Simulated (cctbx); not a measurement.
# Resonant diffraction in Tm2Sn5Rh3

Space group Ibam (no. 72), a = 10.9260 Å, b = 12.6280 Å, c = 6.4520 Å, α = 90.00°, β = 90.00°, γ = 90.00°.

| atom | mult. | x | y | z | Ueq (Å²) |
| --- | --- | --- | --- | --- | --- |
| Tm1 | 8 | 0.7707 | 0.6308 | 1/2 | 0.0047 |
| Sn1 | 8 | 0.3498 | 0.3905 | 0 | 0.0051 |
| Sn2 | 8 | 0 | 0.7724 | 1/4 | 0.0052 |
| Sn3 | 4 | 0 | 1/2 | 3/4 | 0.0057 |
| Rh1 | 8 | 0.1072 | 0.3577 | 0 | 0.0048 |
| Rh2 | 4 | 0 | 0 | 1/4 | 0.0047 |

The model was made for the exercise: a known structure type with other elements put in, its volume estimated, not relaxed; displacement parameters are assumed.

Calculated with cctbx: free-atom f′ and f″ from the Sasaki tables, no fine structure; amplitudes in electrons.

```
E (eV)  F 3 1 0  F 0 2 2  F 2 0 0  F 0 4 0
 22620     20.1     20.2    158.8    449.4
 22970     24.2     16.2    154.2    447.1
 23100     28.2     12.4    150.1    444.9
 23160     32.2      8.8    146.2    442.7
 23190     36.1      5.1    142.5    440.6
 23205     40.0      1.6    138.8    438.6
 23212     43.5      1.8    135.5    436.8
 23216     47.2      5.2    132.1    434.8
 23224     57.2     21.0    125.9    432.4
 23228     50.4     18.5    132.8    436.3
 23235     46.3     18.1    137.1    438.7
 23250     42.3     18.7    141.4    441.1
 23280     38.5     20.1    145.5    443.4
 23370     33.7     22.9    150.8    446.4
 23620     28.6     26.7    156.4    449.7
```

**Question.** Which edge is crossed, and why do the reflections move as they do?

The K edge of Rh. The edge is at 23220 eV. f′ of Rh falls from -4.7 e at 23100 eV to -7.8 e at 4 eV below it, and f″ steps from 0.55 to 3.65 e across it. Over that approach |F| changes by +67 % (3 1 0), -58 % (0 2 2), -12 % (2 0 0) and -2 % (0 4 0): a reflection falls where Rh scatters in phase with the total and rises where it scatters against it; it hardly moves where the Rh term is small or cancels by symmetry. Above the edge the larger f″ enters the imaginary part, where it can add to or cancel the other atoms' f″. The structure is centrosymmetric, so Friedel mates stay equal.

[Logs are printed without paths, hosts, clocks, repeated set-up lines and the standing remarks that a program may print on its own settings, such as how far it seeks lower states.]
